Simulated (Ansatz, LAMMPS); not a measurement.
# Structural relaxation of glassy CaAl2Si2O8 (130 atoms), part 2 of 3

How does glassy CaAl2Si2O8 (130 atoms) relax, and what do bonds, charges and levels look like afterwards?

Ansatz 0.2.0; Kohn-Sham DFT, RPBE, PAW (set soft_2), plane waves.

The cell: 20 Al, 10 Ca, 80 O and 20 Si. The quench rate of 10 K/ps far exceeds what a furnace or splat quench reaches. The starting topology of bonds comes from the classical model. Sampling is at Γ alone, for a cell whose shortest periodic width is 12 Å.

So far. Step 3 (Single point at the start): Neighbours are counted within 2.19 Å (O-Al), 2.12 Å (O-Si), 2.93 Å (O-Ca).

**4. Cell and atoms relaxed**

Cell and atoms are freed together, to release stress as well as forces.

The input, input.yaml:

```yaml
crystal:
  lattice:
    - [11.9487, 0.0, 0.0]
    - [0.0, 11.9487, 0.0]
    - [0.0, 0.0, 11.9487]
  atoms:
    [... the 130 atom lines of step 3 ...]
kpoints:
  mp_grid: { grid: [1, 1, 1] }
hamiltonian:
  xc: rpbe
scf:
  occupations: { method: fixed }
output:
  forces: true
relax:
  f_tol: 0.03
  max_steps: 200
  cell: {}
```

The run is started by

```sh
> ansatz run input.yaml --threads 4 --pin off --max-ram 8192MiB --backend cpu --events-out ev --progress --plain --runs-dir out
```

Numbers of over 12 decimals in the logs are rounded to 6 here.

The log of the run:

```text
[...]
Crystal: 130 atoms, lattice volume = 1705.933 Å³
Basis set: ecut = 420 eV, 33371 PW (Γ), exchange–correlation on 160×160×160 points (8 copies of the dense FFT grid, shifted against one another)
Bands: 490, of which v1, the nominal top of the filled ones, is band 360 counted from 1 (359 counted from 0)
Symmetry: 1 space group operations
[...]
k-points: 1
[...]
SCF iter   1: F=—  HF=-87492.316954 eV  |F-HF|=—  |Δ(HF+E_count)|=         —  Δρ=4.41e-3  dr2=3.78e-1  ethr=1.77e-3  ⟨swp⟩=6.0  Hψ=1633  notcnv=0  defer=128
[...]
SCF iter   3: F=—  HF=-87492.281957 eV  |F-HF|=—  |Δ(HF+E_count)|=   4.30e-3  Δρ=8.89e-4  dr2=1.64e-2  ethr=7.73e-6  ⟨swp⟩=5.0  Hψ=719  notcnv=0  defer=110
automatic band count: iteration 3 solves 472 bands in place of 490: the levels show a gap, and the empty bands left out lie too high to hold charge; the band table lists the bands solved (type scf.n_extra_bands for more)
SCF iter   4: F=—  HF=-87492.284574 eV  |F-HF|=—  |Δ(HF+E_count)|=   2.62e-3  Δρ=2.32e-4  dr2=8.23e-4  ethr=2.28e-6  ⟨swp⟩=3.0  Hψ=632  notcnv=0  defer=110
[...]
SCF iter   9: F=-87492.285531 eV  HF=-87492.285531 eV  |F-HF|=4.13e-8  |Δ(HF+E_count)|=   5.97e-7  Δρ=2.12e-6  dr2=7.20e-8  ethr=1.39e-11  ⟨swp⟩=3.0  Hψ=1551  notcnv=0
SCF 1 converged in 9 iterations: F = -87492.285531 eV  dr2 = 7.20e-8
[...]
relax step   1: F+E_penalty+E_count = -87492.28553059 eV  Δ(F+E_penalty+E_count) = +0.000e0 eV  max|allowed force component| = 4.224e0 eV/Å  Δτ_max = 0.0000 Å  P = +8.464 GPa  Ω = 1705.933 Å³  (9 SCF iters, dr2 threshold 1.00e-7 eV, accepted)
[... from here on, the SCF cycles and remarks between the steps are left out ...]
relax step   2: F+E_penalty+E_count = -87498.53582066 eV  Δ(F+E_penalty+E_count) = -6.250e0 eV  max|allowed force component| = 2.956e0 eV/Å  Δτ_max = 0.1949 Å  P = +4.382 GPa  Ω = 1739.564 Å³  energy of the carried Pulay correction = -9.801e-2 eV  (7 SCF iters, dr2 threshold 1.30e-5 eV, accepted)
relax step   3: F+E_penalty+E_count = -87502.82384471 eV  Δ(F+E_penalty+E_count) = -4.288e0 eV  max|allowed force component| = 7.654e-1 eV/Å  Δτ_max = 0.1958 Å  P = -0.333 GPa  Ω = 1782.717 Å³  energy of the carried Pulay correction = -2.210e-1 eV  (8 SCF iters, dr2 threshold 1.30e-5 eV, accepted)
relax step   4: F+E_penalty+E_count = -87503.39812855 eV  Δ(F+E_penalty+E_count) = -5.743e-1 eV  max|allowed force component| = 5.775e-1 eV/Å  Δτ_max = 0.2000 Å  P = -0.290 GPa  Ω = 1784.051 Å³  energy of the carried Pulay correction = -2.248e-1 eV  (7 SCF iters, dr2 threshold 1.30e-5 eV, accepted)
relax step   5: F+E_penalty+E_count = -87503.76728685 eV  Δ(F+E_penalty+E_count) = -3.692e-1 eV  max|allowed force component| = 4.543e-1 eV/Å  Δτ_max = 0.1757 Å  P = -0.262 GPa  Ω = 1785.494 Å³  energy of the carried Pulay correction = -2.288e-1 eV  (7 SCF iters, dr2 threshold 1.30e-5 eV, accepted)
relax step   6: F+E_penalty+E_count = -87503.89020848 eV  Δ(F+E_penalty+E_count) = -1.229e-1 eV  max|allowed force component| = 4.119e-1 eV/Å  Δτ_max = 0.2000 Å  P = -0.113 GPa  Ω = 1784.494 Å³  energy of the carried Pulay correction = -2.260e-1 eV  (7 SCF iters, dr2 threshold 1.29e-5 eV, accepted)
relax step   7: F+E_penalty+E_count = -87503.95668068 eV  Δ(F+E_penalty+E_count) = -6.647e-2 eV  max|allowed force component| = 2.570e-1 eV/Å  Δτ_max = 0.2000 Å  P = -0.069 GPa  Ω = 1783.420 Å³  energy of the carried Pulay correction = -2.230e-1 eV  (7 SCF iters, dr2 threshold 1.06e-5 eV, accepted)
relax step   8: F+E_penalty+E_count = -87504.02154398 eV  Δ(F+E_penalty+E_count) = -6.486e-2 eV  max|allowed force component| = 2.271e-1 eV/Å  Δτ_max = 0.1363 Å  P = +0.135 GPa  Ω = 1782.411 Å³  energy of the carried Pulay correction = -2.202e-1 eV  (7 SCF iters, dr2 threshold 4.13e-6 eV, accepted)
relax step   9: F+E_penalty+E_count = -87504.03021031 eV  Δ(F+E_penalty+E_count) = -8.666e-3 eV  max|allowed force component| = 2.335e-1 eV/Å  Δτ_max = 0.1224 Å  P = -0.034 GPa  Ω = 1786.938 Å³  energy of the carried Pulay correction = -2.329e-1 eV  (7 SCF iters, dr2 threshold 3.22e-6 eV, accepted)
relax step  10: F+E_penalty+E_count = -87504.03527951 eV  Δ(F+E_penalty+E_count) = -5.069e-3 eV  max|allowed force component| = 3.797e-1 eV/Å  Δτ_max = 0.2000 Å  P = +0.071 GPa  Ω = 1784.753 Å³  energy of the carried Pulay correction = -2.267e-1 eV  (7 SCF iters, dr2 threshold 3.41e-6 eV, rejected (line search))
relax step  11: F+E_penalty+E_count = -87504.04974571 eV  Δ(F+E_penalty+E_count) = -1.954e-2 eV  max|allowed force component| = 1.335e-1 eV/Å  Δτ_max = 0.0824 Å  P = -0.005 GPa  Ω = 1786.293 Å³  energy of the carried Pulay correction = -2.311e-1 eV  (11 SCF iters, accepted)
relax step  12: F+E_penalty+E_count = -87504.05389669 eV  Δ(F+E_penalty+E_count) = -4.151e-3 eV  max|allowed force component| = 4.797e-2 eV/Å  Δτ_max = 0.1000 Å  P = +0.020 GPa  Ω = 1785.942 Å³  energy of the carried Pulay correction = -2.301e-1 eV  (7 SCF iters, dr2 threshold 1.11e-6 eV, accepted)
relax step  13: F+E_penalty+E_count = -87504.05267992 eV  Δ(F+E_penalty+E_count) = +1.217e-3 eV  max|allowed force component| = 2.238e-2 eV/Å  Δτ_max = 0.0348 Å  P = -0.017 GPa  Ω = 1786.926 Å³  energy of the carried Pulay correction = -2.329e-1 eV  (8 SCF iters, dr2 threshold 1.44e-7 eV, accepted)
relax step  14: F+E_penalty+E_count = -87504.44484821 eV  Δ(F+E_penalty+E_count) = -3.922e-1 eV  max|allowed force component| = 2.410e-2 eV/Å  Δτ_max = 0.0000 Å  P = +0.365 GPa  Ω = 1786.926 Å³  stress off target by 7.08e-1 GPa  SCF on the basis re-selected at this cell (its energy is not comparable with the rows above)  (9 SCF iters)
relax step  15: F+E_penalty+E_count = -87504.43759005 eV  Δ(F+E_penalty+E_count) = +7.258e-3 eV  max|allowed force component| = 4.854e-2 eV/Å  Δτ_max = 0.0256 Å  P = -0.061 GPa  Ω = 1796.338 Å³  energy of the carried Pulay correction = -2.749e-2 eV  (7 SCF iters, dr2 threshold 1.25e-6 eV, accepted)
relax step  16: F+E_penalty+E_count = -87504.40658496 eV  Δ(F+E_penalty+E_count) = +3.101e-2 eV  max|allowed force component| = 3.282e-1 eV/Å  Δτ_max = 0.0842 Å  P = -0.033 GPa  Ω = 1799.206 Å³  energy of the carried Pulay correction = -3.617e-2 eV  (9 SCF iters, dr2 threshold 1.47e-7 eV, rejected (line search))
relax step  17: F+E_penalty+E_count = -87504.43871065 eV  Δ(F+E_penalty+E_count) = -1.121e-3 eV  max|allowed force component| = 5.548e-2 eV/Å  Δτ_max = 0.0271 Å  P = -0.052 GPa  Ω = 1797.703 Å³  energy of the carried Pulay correction = -3.158e-2 eV  (12 SCF iters, accepted)
relax step  18: F+E_penalty+E_count = -87504.43522971 eV  Δ(F+E_penalty+E_count) = +3.481e-3 eV  max|allowed force component| = 5.563e-2 eV/Å  Δτ_max = 0.0548 Å  P = -0.012 GPa  Ω = 1798.880 Å³  energy of the carried Pulay correction = -3.509e-2 eV  (8 SCF iters, dr2 threshold 1.92e-7 eV, accepted)
relax step  19: F+E_penalty+E_count = -87504.44130167 eV  Δ(F+E_penalty+E_count) = -6.072e-3 eV  max|allowed force component| = 3.129e-2 eV/Å  Δτ_max = 0.0360 Å  P = +0.012 GPa  Ω = 1797.917 Å³  energy of the carried Pulay correction = -3.220e-2 eV  (7 SCF iters, dr2 threshold 1.93e-7 eV, accepted)
relax step  20: F+E_penalty+E_count = -87504.44059748 eV  Δ(F+E_penalty+E_count) = +7.042e-4 eV  max|allowed force component| = 1.128e-2 eV/Å  Δτ_max = 0.0070 Å  P = -0.002 GPa  Ω = 1798.341 Å³  energy of the carried Pulay correction = -3.348e-2 eV  (7 SCF iters, dr2 threshold 6.12e-8 eV, accepted)
relax step  21: F+E_penalty+E_count = -87504.47329295 eV  Δ(F+E_penalty+E_count) = -3.270e-2 eV  max|allowed force component| = 1.114e-2 eV/Å  Δτ_max = 0.0000 Å  P = +0.009 GPa  Ω = 1798.341 Å³  stress off target by 4.49e-2 GPa  SCF on the basis re-selected at this cell (its energy is not comparable with the rows above)  (6 SCF iters)
[...]
SCF converged after 6 iterations
Free energy (F): -87504.473293 eV
[...]
Internal energy: -87504.473293 eV  (E = F + TS)
E sigma→0 (E₀):  -87504.473293 eV
Fermi energy:    3.776216 eV
[...]
--- Forces (eV/Å), atoms counted from 1 ---
  atom   1  Al     0.00100725     0.00188693    -0.00046373
  atom   2  Al     0.00067671    -0.00497948    -0.00365437
  atom   3  Al     0.00239973    -0.00353793     0.00299149
  atom   4  Al    -0.00529624    -0.00447596     0.00403537
  atom   5  Al    -0.00286925     0.00183680     0.00154298
  atom   6  Al     0.00121417     0.00125941     0.00488306
  atom   7  Al    -0.00644814    -0.00781564    -0.00077405
  atom   8  Al    -0.00289928     0.00458615    -0.00117414
  atom   9  Al    -0.00220968    -0.00421742     0.00081638
  atom  10  Al     0.00311904    -0.00037365    -0.00165020
  atom  11  Al     0.00228435    -0.00100257    -0.00219744
  atom  12  Al     0.00255138     0.00153655    -0.00584122
  atom  13  Al    -0.00076497    -0.00155051     0.00028039
  atom  14  Al     0.00132614     0.00393837    -0.00002209
[...]
atom 129  Si     0.00112391     0.00178754    -0.00274275
  atom 130  Si     0.00831916     0.00084967    -0.00025411
  max |Σ_I F_I| component: 2.11e-4 eV/Å
--- Stress (GPa, compression-positive) ---
       -0.001384      -0.017169       0.009922
       -0.017172       0.032736      -0.012834
        0.009939      -0.012825      -0.004098
  P = ⅓ Tr σ = 0.0091 GPa (0.091 kbar)
--- Relaxed structure (19 steps of the walk, 17 accepted, 2 SCFs on fresh bases) ---
  F+E_penalty+E_count = -87504.47329295 eV   max|allowed force component| = 1.114e-2 eV/Å   (the final SCF, on the basis selected at the relaxed cell)
  cell:  # Å, volume = 1798.3414 Å³
    - [12.091181, -0.235280, 0.079219]
    - [-0.235280, 12.444766, -0.128856]
    - [0.079219, -0.128856, 11.957562]
  atoms:
    - { symbol: Al, position: [0.081420, 0.269600, 0.336364] }
    - { symbol: Al, position: [0.758396, 0.695388, 0.050887] }
    - { symbol: Al, position: [0.154582, 0.185685, 0.028001] }
    - { symbol: Al, position: [0.288603, 0.446904, 0.684681] }
[...]
- { symbol: Si, position: [0.261025, 0.747557, 0.382187] }
```

The job ended after 14 min (4 threads of Arm Neoverse N1, shared host; peak memory 2.4 GiB; 53 min of CPU time).

The steps of the relaxation:

```csv
step,energy less that of the first step (eV),largest force component (eV/Å),pressure (GPa),volume (Å³)
1,0.0000,4.2243,8.46,1705.93
2,-6.2503,2.9561,4.38,1739.56
3,-10.5383,0.7654,-0.33,1782.72
4,-11.1126,0.5775,-0.29,1784.05
5,-11.4818,0.4543,-0.26,1785.49
6,-11.6047,0.4119,-0.11,1784.49
7,-11.6711,0.2570,-0.07,1783.42
8,-11.7360,0.2271,0.13,1782.41
9,-11.7447,0.2335,-0.03,1786.94
10,-11.7497,0.3797,0.07,1784.75
11,-11.7642,0.1335,0.00,1786.29
12,-11.7684,0.0480,0.02,1785.94
13,-11.7671,0.0224,-0.02,1786.93
14*,-12.1593,0.0241,0.37,1786.93
15,-12.1521,0.0485,-0.06,1796.34
16,-12.1211,0.3282,-0.03,1799.21
17,-12.1532,0.0555,-0.05,1797.70
18,-12.1497,0.0556,-0.01,1798.88
19,-12.1558,0.0313,0.01,1797.92
20,-12.1551,0.0113,0.00,1798.34
21*,-12.1878,0.0111,0.01,1798.34
```

Relaxation steps marked * repeat the geometry before them on a plane-wave basis chosen anew for their cell, so energy and pressure can jump there. Relaxation steps 10, 16 were tried and not accepted.

```csv
cell as run,before,after,change
a (Å),11.949,12.094,+1.2 %
b (Å),11.949,12.448,+4.2 %
c (Å),11.949,11.959,+0.1 %
α (°),90.00,91.22,+1.4 %
β (°),90.00,89.23,-0.9 %
γ (°),90.00,92.20,+2.4 %
volume (Å³/atom),13.12,13.83,+5.4 %
```

The atoms that moved most (Å, as changes of fractional coordinates times the final cell):

```csv
atom,dx,dy,dz,length
Ca30,-0.051,-0.396,0.380,0.551
Ca28,-0.187,-0.431,-0.269,0.542
Ca21,-0.311,0.381,0.079,0.498
O83,0.309,-0.196,0.299,0.472
Ca25,-0.151,0.346,-0.258,0.457
O75,-0.220,0.053,0.343,0.411
O98,0.210,-0.223,-0.273,0.410
O33,0.113,0.353,-0.141,0.397
```

The relaxation changed the energy by -93.8 meV/atom, and atoms moved by 0.25 Å r.m.s., 0.55 Å at most.

**5. Distances and neighbours after relaxation**

Bonds before and after, by the cutoffs listed below:

```csv
pair,bonds before,bonds after,mean before (Å),mean after (Å),spread before (Å),spread after (Å)
O-Al,80,80,1.760,1.794,0.080,0.061
O-Si,80,80,1.622,1.653,0.053,0.036
O-Ca,53,54,2.487,2.469,0.160,0.175
```

Density 2.57 g/cm³, 13.83 Å³ an atom.

Pair distribution functions g(r), in bins of 0.2 Å:

```csv
r (Å),total,O-O,O-Al,O-Si,O-Ca,Al-Al,Al-Si
1.50,0.14,0.00,0.00,0.72,0.00,0.00,0.00
1.70,3.69,0.00,7.11,12.40,0.00,0.00,0.00
1.90,0.74,0.00,3.95,0.00,0.00,0.00,0.00
2.10,0.02,0.00,0.10,0.00,0.00,0.00,0.00
2.30,0.43,0.00,0.00,0.00,4.48,0.00,0.00
2.50,0.36,0.51,0.00,0.00,1.72,0.00,0.00
2.70,1.52,3.59,0.00,0.00,1.61,0.46,0.00
2.90,0.98,2.16,0.05,0.00,0.42,1.65,0.40
3.10,1.17,1.34,0.47,0.05,0.47,4.88,4.58
3.30,1.00,0.84,0.78,0.53,0.81,1.94,3.19
3.50,0.86,0.78,1.24,0.95,0.57,0.00,0.15
3.70,0.94,0.59,1.51,1.33,0.59,0.27,0.14
3.90,1.06,0.76,1.24,1.62,1.23,0.95,0.23
4.10,1.06,0.61,1.27,2.01,1.00,0.62,1.17
4.30,1.14,0.67,1.72,1.86,0.77,0.97,0.97
4.50,1.17,0.76,1.66,1.35,1.50,0.89,1.14
4.70,0.91,0.89,0.91,0.76,1.17,0.97,0.64
4.90,1.03,1.41,0.47,0.54,1.64,0.88,1.24
5.10,1.02,1.48,0.48,0.64,1.17,0.41,1.18
5.30,1.04,1.41,0.78,0.57,0.80,1.41,1.21
5.50,0.93,1.19,0.87,0.62,0.72,0.82,1.23
5.70,0.95,1.08,0.83,0.92,0.80,0.76,0.87
5.90,0.96,0.76,1.01,1.32,0.82,1.23,1.33
```

Bonds by pair of elements; cutoffs follow the first minimum of g(r), held within bounds set by covalent radii, and pairs that aren't listed don't count as bonded:

```csv
pair A-B,cutoff (Å),bonds,mean length (Å),spread (Å),shortest (Å),B about A,A about B
O-Al,2.43,80,1.79,0.061,1.70,1,4
O-Si,2.12,80,1.65,0.036,1.59,1,4
O-Ca,2.93,54,2.47,0.175,2.22,0.675,5.4
```

How many atoms have how many bonded neighbours:

```csv
element,mean,2,3,4,5,7
Al,4,0,0,20,0,0
Ca,5.4,0,0,2,5,3
O,2.67,29,48,3,0,0
Si,4,0,0,20,0,0
```

Bond angles, per cent of each kind in bins of 5°:

```csv
angle (°),O-Ca-O,O-Al-O,O-Si-O,Al-O-Ca,Al-O-Si
55–60,4.8,0.0,0.0,0.0,0.0
60–65,7.2,0.0,0.0,0.0,0.0
65–70,6.4,0.0,0.0,0.0,0.0
70–75,3.2,0.0,0.0,2.0,0.0
75–80,1.6,0.0,0.0,2.0,0.0
80–85,11.2,0.0,0.0,8.0,0.0
85–90,6.4,0.0,0.0,4.0,0.0
90–95,8.8,5.0,0.0,12.0,0.0
95–100,7.2,7.5,2.5,12.0,0.0
100–105,3.2,18.3,14.2,12.0,2.1
105–110,3.2,33.3,42.5,4.0,0.0
110–115,3.2,10.8,29.2,12.0,0.0
115–120,2.4,12.5,9.2,2.0,12.8
120–125,2.4,6.7,1.7,4.0,8.5
125–130,10.4,2.5,0.8,8.0,12.8
130–135,0.8,3.3,0.0,4.0,12.8
135–140,2.4,0.0,0.0,2.0,17.0
140–145,3.2,0.0,0.0,4.0,6.4
145–150,4.0,0.0,0.0,4.0,10.6
150–155,1.6,0.0,0.0,0.0,12.8
155–160,4.0,0.0,0.0,2.0,0.0
160–165,1.6,0.0,0.0,2.0,2.1
165–170,0.0,0.0,0.0,0.0,0.0
170–175,0.8,0.0,0.0,0.0,2.1
```

Bond angles (no mean is given where the spread exceeds 20°):

```csv
angle,count,mean (°),spread (°)
O-Ca-O,125,-,-
O-Al-O,120,109,8.7
O-Si-O,120,109,5
Al-O-Ca,50,-,-
Al-O-Si,47,136,13.5
```

Oxygen atoms by the number of network formers (Si, P, Ge, B, Al, As, Ga) bound to them:

```csv
network formers bound to O,O atoms,per cent
0,0,0
1,7,8.8
2,66,82.5
3,7,8.8
```

Network units: each former by its oxygen neighbours and how many of them bridge to another former:

```csv
former,O neighbours,bridging O,atoms
Si,4,3,7
Si,4,4,13
Al,4,4,20
```

Bond length by coordination (bonds to H left out):

```csv
element,coordination,atoms,mean bond length (Å)
Ca,4,2,2.40
Ca,5,5,2.44
Ca,7,3,2.53
O,2,29,1.69
O,3,48,1.98
O,4,3,2.20
```

Rings of the network by King's shortest-path rule, up to 12 atoms, one path for each pair of neighbours; H, halogens, alkali and alkaline-earth atoms are left out, and the last column divides by all other atoms, bonded or not:

```csv
ring size (atoms),rings,per network atom
6,8,0.067
8,8,0.067
10,15,0.125
12,27,0.225
```

First main peaks of g(r), for some of the pairs, lie near 2.7 Å (O-O), 1.8 Å (O-Al), 1.6 Å (O-Si), 2.4 Å (O-Ca), 3.1 Å (Al-Al) and 3.2 Å (Al-Si). With the cutoffs above, all Al atoms have 4, 50 % of Ca atoms have 5, 60 % of O atoms have 3 and all Si atoms have 4 bonded neighbours. 82 % of the oxygens bridge two formers (Si and Al) and 9 % are non-bridging; 9 % join three. The commonest Si unit has 4 oxygens, 4 of them shared with other formers (13 of 20 atoms). Rings of 12 atoms are the most common (47 % of those counted); sizes run from 6 to 12, where the search stops.

[end of part 2 of 3]

[Logs are printed without paths, hosts, clocks, repeated set-up lines and the standing remarks that a program may print on its own settings, such as how far it seeks lower states.]

[Hosts, paths, dates, database ids (printed as entryN), source tags and the programs' standing remarks are cut or masked in the printed files.]
